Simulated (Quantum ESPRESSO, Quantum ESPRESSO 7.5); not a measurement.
# Cu(111): a series in the number of layers

What law, if any, do the results for Cu(111) follow against the number of layers?

Main program and level: Quantum ESPRESSO 7.5; plane-wave DFT, PBE, GBRV ultrasoft pseudopotentials.

Experimental background.

“Anisotropic work function of elemental crystals” (2019, arxiv:1902.07811) quotes from earlier work for Cu (clean (111) face): work function (clean (111) face) 4.9 eV.

## Step 1: The structure

It takes space group Fm-3m (No. 225, cubic). Conventional cell: a = 3.610 Å, b = 3.610 Å, c = 3.610 Å, α = 90.00°, β = 90.00°, γ = 90.00°. Cu has 12 Cu at 2.55 Å nearest.

Set-up: Symmetric 1×1 slabs with 16 Å of vacuum in the starting cell; the two outer layers of each face relax in a periodic cell and the inner ones are held; a run under open boundaries (ESM, bc1) then gives the work function. Cold smearing of 0.02 Ry, one mesh for all thicknesses. The slabs take the lattice constants of the bulk relaxed by the same program.

Members 6, 7, 8 and 10 took the same steps and show in the table alone.

## Step 2: Relaxing cell and ions of the reference

The bulk crystal is relaxed in cell and atoms; the members are built on its lattice constants.

ref.vc.in reads:

```
&control
  prefix = 'ref.vc'
  outdir = './out'
  pseudo_dir = './pseudo'
  nstep = 40
  forc_conv_thr = 0.0003
  calculation = 'vc-relax'
/
&system
  ibrav = 0
  nat = 1
  ntyp = 1
  ecutwfc = 50
  ecutrho = 250
  occupations = 'smearing'
  smearing = 'mv'
  degauss = 0.02
/
&electrons
  conv_thr = 1e-09
  mixing_beta = 0.4
  electron_maxstep = 120
/
&ions
/
&cell
  press_conv_thr = 0.3
/
ATOMIC_SPECIES
  Cu  63.5460  cu_pbe_v1.2.uspp.F.UPF
CELL_PARAMETERS angstrom
  0.00000000000000 1.80500000000000 1.80500000000000
  1.80500000000000 0.00000000000000 1.80500000000000
  1.80500000000000 1.80500000000000 0.00000000000000
ATOMIC_POSITIONS crystal
  Cu  0.000000000000 0.000000000000 0.000000000000
K_POINTS automatic
  19 19 19 0 0 0
```

Started as:

```
$ OMP_NUM_THREADS=1 mpirun -n 4 pw.x -nk 4 -in ref.vc.in > ref.vc.out
```

The log of the run:

```text
Program PWSCF v.7.5 starts
[citation notice left out]

     Parallel version (MPI & OpenMP), running on       4 processor cores
     Number of MPI processes:                 4
     Threads/MPI process:                     1

     MPI processes distributed on     1 nodes
[...]
Current dimensions of program PWSCF are:
     Max number of different atomic species (ntypx) = 10
     Max number of k-points (npk) =  40000
     Max angular momentum in pseudopotentials (lmaxx) =  4
     Message from routine setup:
     using ibrav=0 with symmetry is DISCOURAGED, use correct ibrav instead

     K-points division:     npool     =       4
     Subspace diagonalization in iterative solution of the eigenvalue problem:
     a serial algorithm will be used

     G-vector sticks info
     --------------------
     sticks:   dense  smooth     PW     G-vecs:    dense   smooth      PW
     Sum         397     313    109                 5209     3767     749

     Using Slab Decomposition

     bravais-lattice index     =            0
     lattice parameter (alat)  =       4.8238  a.u.
     unit-cell volume          =      79.3703 (a.u.)^3
     number of atoms/cell      =            1
     number of atomic types    =            1
     number of electrons       =        19.00
     number of Kohn-Sham states=           14
     kinetic-energy cutoff     =      50.0000  Ry
     charge density cutoff     =     250.0000  Ry
     scf convergence threshold =      1.0E-09
     mixing beta               =       0.4000
     number of iterations used =            8  plain     mixing
     energy convergence thresh.=      1.0E-04
     force convergence thresh. =      3.0E-04
     press convergence thresh. =      3.0E-01
     Exchange-correlation= SLA  PW   PBE  PBE
                           (   1   4   3   4   0   0   0)
     nstep                     =           40

     celldm(1)=   4.823820  celldm(2)=   0.000000  celldm(3)=   0.000000
     celldm(4)=   0.000000  celldm(5)=   0.000000  celldm(6)=   0.000000

     crystal axes: (cart. coord. in units of alat)
               a(1) = (   0.000000   0.707107   0.707107 )
               a(2) = (   0.707107   0.000000   0.707107 )
               a(3) = (   0.707107   0.707107   0.000000 )

     reciprocal axes: (cart. coord. in units 2 pi/alat)
               b(1) = ( -0.707107  0.707107  0.707107 )
               b(2) = (  0.707107 -0.707107  0.707107 )
               b(3) = (  0.707107  0.707107 -0.707107 )

     PseudoPot. # 1 for Cu read from file:
     ./pseudo/cu_pbe_v1.2.uspp.F.UPF
     Pseudo is Ultrasoft + core correction, Zval = 19.0
     Generated by new atomic code, or converted to UPF format
     Using radial grid of  867 points,  6 beta functions with:
                l(1) =   0
                l(2) =   0
                l(3) =   1
                l(4) =   1
                l(5) =   2
                l(6) =   2
     Q(r) pseudized with  8 coefficients,  rinner =    1.150   1.150   1.150
                                                       1.150   1.150

     atomic species   valence    mass     pseudopotential
     Cu               19.00    63.54600     Cu( 1.00)

     48 Sym. Ops., with inversion, found

   Cartesian axes

     site n.     atom                  positions (alat units)
         1        Cu     tau(   1) = (   0.0000000   0.0000000   0.0000000  )

     number of k points=   220  Marzari-Vanderbilt smearing, width (Ry)=  0.0200

     Number of k-points >= 100: set verbosity='high' to print them.

     Dense  grid:     5209 G-vectors     FFT dimensions: (  25,  25,  25)

     Smooth grid:     3767 G-vectors     FFT dimensions: (  24,  24,  24)

     Estimated max dynamical RAM per process >      15.59 MB

     Estimated total dynamical RAM >      58.55 MB

     Check: negative core charge=   -0.000002

     Initial potential from superposition of free atoms

     starting charge      18.0000, renormalised to      19.0000
     Starting wfcs are   13 randomized atomic wfcs +    1 random wfcs

     total cpu time spent up to now is        1.0 secs

     per-process dynamical memory:    16.6 Mb

     Self-consistent Calculation

     iteration #  1     ecut=    50.00 Ry     beta= 0.40
     Davidson diagonalization with overlap
     ethr =  1.00E-02,  avg # of iterations =  5.2

     total cpu time spent up to now is        2.5 secs

     total energy              =    -401.74177825 Ry
     estimated scf accuracy    <       5.15881734 Ry

     iteration #  2     ecut=    50.00 Ry     beta= 0.40
[...]
total energy              =    -403.48712217 Ry
     estimated scf accuracy    <       2.87936924 Ry

     iteration #  3     ecut=    50.00 Ry     beta= 0.40
[...]
total energy              =    -403.79595593 Ry
     estimated scf accuracy    <       0.11631678 Ry

     iteration #  4     ecut=    50.00 Ry     beta= 0.40
[...]
total energy              =    -403.81800151 Ry
     estimated scf accuracy    <       0.08966849 Ry

     iteration #  5     ecut=    50.00 Ry     beta= 0.40
[...]
total energy              =    -403.80946088 Ry
     estimated scf accuracy    <       0.18564559 Ry

     iteration #  6     ecut=    50.00 Ry     beta= 0.40
[...]
total energy              =    -403.81667927 Ry
     estimated scf accuracy    <       0.19553890 Ry

     iteration #  7     ecut=    50.00 Ry     beta= 0.40
[...]
total energy              =    -403.81418477 Ry
     estimated scf accuracy    <       0.20705957 Ry

     iteration #  8     ecut=    50.00 Ry     beta= 0.40
[...]
total energy              =    -403.81364108 Ry
     estimated scf accuracy    <       0.19134016 Ry

     iteration #  9     ecut=    50.00 Ry     beta= 0.40
[...]
total energy              =    -403.79892688 Ry
     estimated scf accuracy    <       0.18711375 Ry

     iteration # 10     ecut=    50.00 Ry     beta= 0.40
[...]
total energy              =    -403.79862490 Ry
     estimated scf accuracy    <       0.10981473 Ry

     iteration # 11     ecut=    50.00 Ry     beta= 0.40
[...]
total energy              =    -403.79739121 Ry
[...]
!    total energy              =    -403.78377238 Ry
     estimated scf accuracy    <          1.3E-10 Ry
     smearing contrib. (-TS)   =      -0.00009718 Ry
     internal energy E=F+TS    =    -403.78367520 Ry

     The total energy is F=E-TS. E is the sum of the following terms:
     one-electron contribution =    -268.67042009 Ry
     hartree contribution      =     145.78592764 Ry
     xc contribution           =     -38.81375868 Ry
     ewald contribution        =    -242.08542407 Ry

     convergence has been achieved in   7 iterations

     Forces acting on atoms (cartesian axes, Ry/au):

     atom    1 type  1   force =     0.00000000    0.00000000    0.00000000

     Total force =     0.000000     Total SCF correction =     0.000000

     Computing stress (Cartesian axis) and pressure

          total   stress  (Ry/bohr**3)                   (kbar)     P=        1.99
   0.00001353   0.00000000   0.00000000            1.99        0.00        0.00
   0.00000000   0.00001353  -0.00000000            0.00        1.99       -0.00
   0.00000000  -0.00000000   0.00001353            0.00       -0.00        1.99

     Energy error            =      2.9E-05 Ry
     Gradient error          =      0.0E+00 Ry/Bohr
     Cell gradient error     =      2.0E+00 kbar

     number of scf cycles    =   2
     number of bfgs steps    =   1

     enthalpy           old  =    -403.7837438705 Ry
     enthalpy           new  =    -403.7837723808 Ry

     CASE: enthalpy          _new < enthalpy          _old

     new trust radius        =       0.0007162826 bohr
     new conv_thr            =            1.0E-11 Ry

     new unit-cell volume =     79.99382 a.u.^3 (    11.85386 Ang^3 )
     density =      8.90179 g/cm^3

CELL_PARAMETERS (angstrom)
   0.000000000   1.809714005   1.809714005
   1.809714005   0.000000000   1.809714005
   1.809714005   1.809714005   0.000000000

ATOMIC_POSITIONS (crystal)
Cu               0.0000000000        0.0000000000        0.0000000000

[...]
NEW-OLD atomic charge density approx. for the potential
     New effective cutoffs (rho, wfc):  246.41   49.73

     Check: negative core charge=   -0.000002

     total cpu time spent up to now is       32.4 secs

     per-process dynamical memory:    22.2 Mb

     Self-consistent Calculation

     iteration #  1     ecut=    50.00 Ry     beta= 0.40
     Davidson diagonalization with overlap
     ethr =  1.00E-06,  avg # of iterations =  2.0

     Threshold (ethr) on eigenvalues was too large:
     Diagonalizing with lowered threshold

     Davidson diagonalization with overlap
     ethr =  1.02E-08,  avg # of iterations =  1.0

     total cpu time spent up to now is       34.3 secs

     total energy              =    -403.78377282 Ry
     estimated scf accuracy    <       0.00000213 Ry

[...]
iteration #  7     ecut=    50.00 Ry     beta= 0.40
[...]
End of self-consistent calculation

     Number of k-points >= 100: set verbosity='high' to print the bands.

     the Fermi energy is    16.0523 ev

!    total energy              =    -403.78377367 Ry
     estimated scf accuracy    <          6.3E-12 Ry
     smearing contrib. (-TS)   =      -0.00009784 Ry
     internal energy E=F+TS    =    -403.78367582 Ry

     The total energy is F=E-TS. E is the sum of the following terms:
     one-electron contribution =    -268.83458553 Ry
     hartree contribution      =     145.85258769 Ry
     xc contribution           =     -38.81321151 Ry
     ewald contribution        =    -241.98846648 Ry

     convergence has been achieved in   7 iterations

     Forces acting on atoms (cartesian axes, Ry/au):

     atom    1 type  1   force =     0.00000000    0.00000000    0.00000000

     Total force =     0.000000     Total SCF correction =     0.000000

     Computing stress (Cartesian axis) and pressure

          total   stress  (Ry/bohr**3)                   (kbar)     P=        0.88
   0.00000601   0.00000000   0.00000000            0.88        0.00        0.00
   0.00000000   0.00000601   0.00000000            0.00        0.88        0.00
   0.00000000   0.00000000   0.00000601            0.00        0.00        0.88

     Energy error            =      1.3E-06 Ry
     Gradient error          =      0.0E+00 Ry/Bohr
     Cell gradient error     =      8.8E-01 kbar

     number of scf cycles    =   3
     number of bfgs steps    =   2

     enthalpy           old  =    -403.7837723808 Ry
     enthalpy           new  =    -403.7837736671 Ry

     CASE: enthalpy          _new < enthalpy          _old

     new trust radius        =       0.0005730189 bohr
     new conv_thr            =            1.0E-11 Ry

     new unit-cell volume =     80.07072 a.u.^3 (    11.86526 Ang^3 )
     density =      8.89324 g/cm^3

CELL_PARAMETERS (angstrom)
   0.000000000   1.810293728   1.810293728
   1.810293728   0.000000000   1.810293728
   1.810293728   1.810293728   0.000000000

ATOMIC_POSITIONS (crystal)
Cu               0.0000000000        0.0000000000        0.0000000000

[...]
NEW-OLD atomic charge density approx. for the potential
     New effective cutoffs (rho, wfc):  246.26   49.70

     Check: negative core charge=   -0.000002

     total cpu time spent up to now is       40.4 secs

     per-process dynamical memory:    22.2 Mb

[...]
!    total energy              =    -403.78377385 Ry
[...]
Total force =     0.000000     Total SCF correction =     0.000000
[...]
number of bfgs steps    =   3
[...]
new trust radius        =       0.0002118626 bohr
[...]
!    total energy              =    -403.78377387 Ry
[...]
Total force =     0.000000     Total SCF correction =     0.000000
[...]
Self-consistent Calculation

     iteration #  1     ecut=    50.00 Ry     beta= 0.40
     Davidson diagonalization with overlap
     ethr =  1.00E-06,  avg # of iterations = 13.0

     total cpu time spent up to now is       60.3 secs

     total energy              =    -401.62138839 Ry
     estimated scf accuracy    <       5.37608590 Ry

[...]
iteration # 19     ecut=    50.00 Ry     beta= 0.40
[...]
End of self-consistent calculation

     Number of k-points >= 100: set verbosity='high' to print the bands.

     the Fermi energy is    16.0396 ev

!    total energy              =    -403.78384066 Ry
     estimated scf accuracy    <          8.9E-13 Ry
     smearing contrib. (-TS)   =      -0.00009824 Ry
     internal energy E=F+TS    =    -403.78374242 Ry

     The total energy is F=E-TS. E is the sum of the following terms:
     one-electron contribution =    -268.91738135 Ry
     hartree contribution      =     145.88618920 Ry
     xc contribution           =     -38.81293607 Ry
     ewald contribution        =    -241.93961421 Ry

     convergence has been achieved in  19 iterations

     Forces acting on atoms (cartesian axes, Ry/au):

     atom    1 type  1   force =     0.00000000    0.00000000    0.00000000

     Total force =     0.000000     Total SCF correction =     0.000000

     Computing stress (Cartesian axis) and pressure

          total   stress  (Ry/bohr**3)                   (kbar)     P=        0.40
   0.00000271  -0.00000000  -0.00000000            0.40       -0.00       -0.00
  -0.00000000   0.00000271  -0.00000000           -0.00        0.40       -0.00
  -0.00000000  -0.00000000   0.00000271           -0.00       -0.00        0.40

[...]
=------------------------------------------------------------------------------=
   JOB DONE.
=------------------------------------------------------------------------------=
```

Run time: 78 s. Hardware: 4 MPI ranks of Arm Neoverse N1, shared host; peak memory 0.22 GiB; 5.2 min of CPU time.

Relaxation path:

| step | energy less that of the first step (eV) | largest force (eV/Å) | volume (Å³) |
| --- | --- | --- | --- |
| 1 | 0.0000 | 0.0000 | 11.76 |
| 2 | -0.0004 | 0.0000 | 11.84 |
| 3 | -0.0004 | 0.0000 | 11.85 |
| 4 | -0.0004 | 0.0000 | 11.87 |
| 5 | -0.0004 | 0.0000 | 11.86 |
| 6 | -0.0013 | 0.0000 | 11.86 |

| conventional cell, symmetrised | before | after | change |
| --- | --- | --- | --- |
| a (Å) | 3.610 | 3.620 | +0.3 % |
| b (Å) | 3.610 | 3.620 | +0.3 % |
| c (Å) | 3.610 | 3.620 | +0.3 % |
| volume (Å³/atom) | 11.76 | 11.86 | +0.8 % |

The relaxed structure:

```xyz
1
Lattice="0.0000 1.8101 1.8101 1.8101 0.0000 1.8101 1.8101 1.8101 0.0000" Properties=species:S:1:pos:R:3 pbc="T T T"
Cu    0.0000    0.0000    0.0000
```

 The last row is no step: it is a fresh SCF in the final cell with a new plane-wave basis, -1 meV from the row before.

This step gave:

- free energy: -5493.7590 eV
- Fermi energy: 16.04 eV

## Step 3: Self-consistent run of the reference

A bulk run at that cell gives the reference energy and levels.

ref.bulk.in reads:

```
&control
  prefix = 'ref.bulk'
  outdir = './out'
  pseudo_dir = './pseudo'
  calculation = 'scf'
  tprnfor = .true.
/
&system
  ibrav = 0
  nat = 1
  ntyp = 1
  ecutwfc = 40
  ecutrho = 200
  occupations = 'smearing'
  smearing = 'mv'
  degauss = 0.02
/
&electrons
  conv_thr = 1e-09
  mixing_beta = 0.4
  electron_maxstep = 120
/
ATOMIC_SPECIES
  Cu  63.5460  cu_pbe_v1.2.uspp.F.UPF
CELL_PARAMETERS angstrom
  0.00000000000000 1.81007942100000 1.81007942100000
  1.81007942100000 0.00000000000000 1.81007942100000
  1.81007942100000 1.81007942100000 0.00000000000000
ATOMIC_POSITIONS crystal
  Cu  0.000000000000 0.000000000000 0.000000000000
K_POINTS automatic
  19 19 19 0 0 0
```

Started as:

```
$ OMP_NUM_THREADS=1 mpirun -n 4 pw.x -nk 4 -in ref.bulk.in > ref.bulk.out
```

The log of the run:

```text
[banner, memory and clock lines left out]
Program PWSCF v.7.5 starts
[citation notice left out]

[...]
Message from routine setup:
[...]
bravais-lattice index     =            0
     lattice parameter (alat)  =       4.8374  a.u.
     unit-cell volume          =      80.0423 (a.u.)^3
     number of atoms/cell      =            1
     number of atomic types    =            1
     number of electrons       =        19.00
     number of Kohn-Sham states=           14
     kinetic-energy cutoff     =      40.0000  Ry
     charge density cutoff     =     200.0000  Ry
     scf convergence threshold =      1.0E-09
     mixing beta               =       0.4000
     number of iterations used =            8  plain     mixing
     Exchange-correlation= SLA  PW   PBE  PBE
                           (   1   4   3   4   0   0   0)

[...]
PseudoPot. # 1 for Cu read from file:
     ./pseudo/cu_pbe_v1.2.uspp.F.UPF
     Pseudo is Ultrasoft + core correction, Zval = 19.0
     Generated by new atomic code, or converted to UPF format
     Using radial grid of  867 points,  6 beta functions with:
                l(1) =   0
                l(2) =   0
                l(3) =   1
                l(4) =   1
                l(5) =   2
                l(6) =   2
     Q(r) pseudized with  8 coefficients,  rinner =    1.150   1.150   1.150
                                                       1.150   1.150

     atomic species   valence    mass     pseudopotential
     Cu               19.00    63.54600     Cu( 1.00)

     48 Sym. Ops., with inversion, found

[...]
number of k points=   220  Marzari-Vanderbilt smearing, width (Ry)=  0.0200

     Number of k-points >= 100: set verbosity='high' to print them.

     Dense  grid:     3839 G-vectors     FFT dimensions: (  24,  24,  24)

     Smooth grid:     2733 G-vectors     FFT dimensions: (  20,  20,  20)

     Check: negative core charge=   -0.000002

     Initial potential from superposition of free atoms

     starting charge      18.0000, renormalised to      19.0000
     Starting wfcs are   13 randomized atomic wfcs +    1 random wfcs

     per-process dynamical memory:    12.5 Mb

     Self-consistent Calculation

     iteration #  1     ecut=    40.00 Ry     beta= 0.40
     Davidson diagonalization with overlap
     ethr =  1.00E-02,  avg # of iterations =  5.0

     total energy              =    -401.71628680 Ry
     estimated scf accuracy    <       5.20229063 Ry

     iteration #  2     ecut=    40.00 Ry     beta= 0.40
[...]
total energy              =    -403.48018025 Ry
     estimated scf accuracy    <       2.94308076 Ry

     iteration #  3     ecut=    40.00 Ry     beta= 0.40
[...]
total energy              =    -403.79440298 Ry
     estimated scf accuracy    <       0.11942782 Ry

     iteration #  4     ecut=    40.00 Ry     beta= 0.40
[...]
total energy              =    -403.81580741 Ry
     estimated scf accuracy    <       0.08553406 Ry

     iteration #  5     ecut=    40.00 Ry     beta= 0.40
[...]
total energy              =    -403.78307707 Ry
     estimated scf accuracy    <       0.18534322 Ry

     iteration #  6     ecut=    40.00 Ry     beta= 0.40
[...]
total energy              =    -403.79198461 Ry
     estimated scf accuracy    <       0.05235677 Ry

[...]
iteration # 14     ecut=    40.00 Ry     beta= 0.40
[...]
total energy              =    -403.78220374 Ry
     estimated scf accuracy    <       0.00000002 Ry

     iteration # 15     ecut=    40.00 Ry     beta= 0.40
[...]
total energy              =    -403.78220374 Ry
     estimated scf accuracy    <          2.5E-09 Ry

     iteration # 16     ecut=    40.00 Ry     beta= 0.40
[...]
total energy              =    -403.78220373 Ry
     estimated scf accuracy    <       0.00000004 Ry

     iteration # 17     ecut=    40.00 Ry     beta= 0.40
[...]
End of self-consistent calculation

     Number of k-points >= 100: set verbosity='high' to print the bands.

     the Fermi energy is    16.0432 ev

!    total energy              =    -403.78220374 Ry
     estimated scf accuracy    <          2.9E-11 Ry
     smearing contrib. (-TS)   =      -0.00009815 Ry
     internal energy E=F+TS    =    -403.78210559 Ry

     The total energy is F=E-TS. E is the sum of the following terms:
     one-electron contribution =    -268.91583847 Ry
     hartree contribution      =     145.88627071 Ry
     xc contribution           =     -38.81292361 Ry
     ewald contribution        =    -241.93961422 Ry

     convergence has been achieved in  17 iterations

     Forces acting on atoms (cartesian axes, Ry/au):

     atom    1 type  1   force =     0.00000000    0.00000000    0.00000000

     Total force =     0.000000     Total SCF correction =     0.000000

[...]
```

Run time: 8.4 s. Hardware: 4 MPI ranks; peak memory 0.2 GiB.

This step gave:

- free energy: -5493.7368 eV

(Continued in part 2 of 5.)

[Logs are printed without paths, hosts, clocks, repeated set-up lines and the standing remarks that a program may print on its own settings, such as how far it seeks lower states.]

[Hosts, paths, dates, database ids (printed as entryN), source tags and the programs' standing remarks are cut or masked in the printed files.]

[Maps of the electrostatic potential energy from Ansatz leave out the sawtooth potential of an applied field or a dipole correction, so their vacuum need not be flat; planar profiles and work functions include it.]
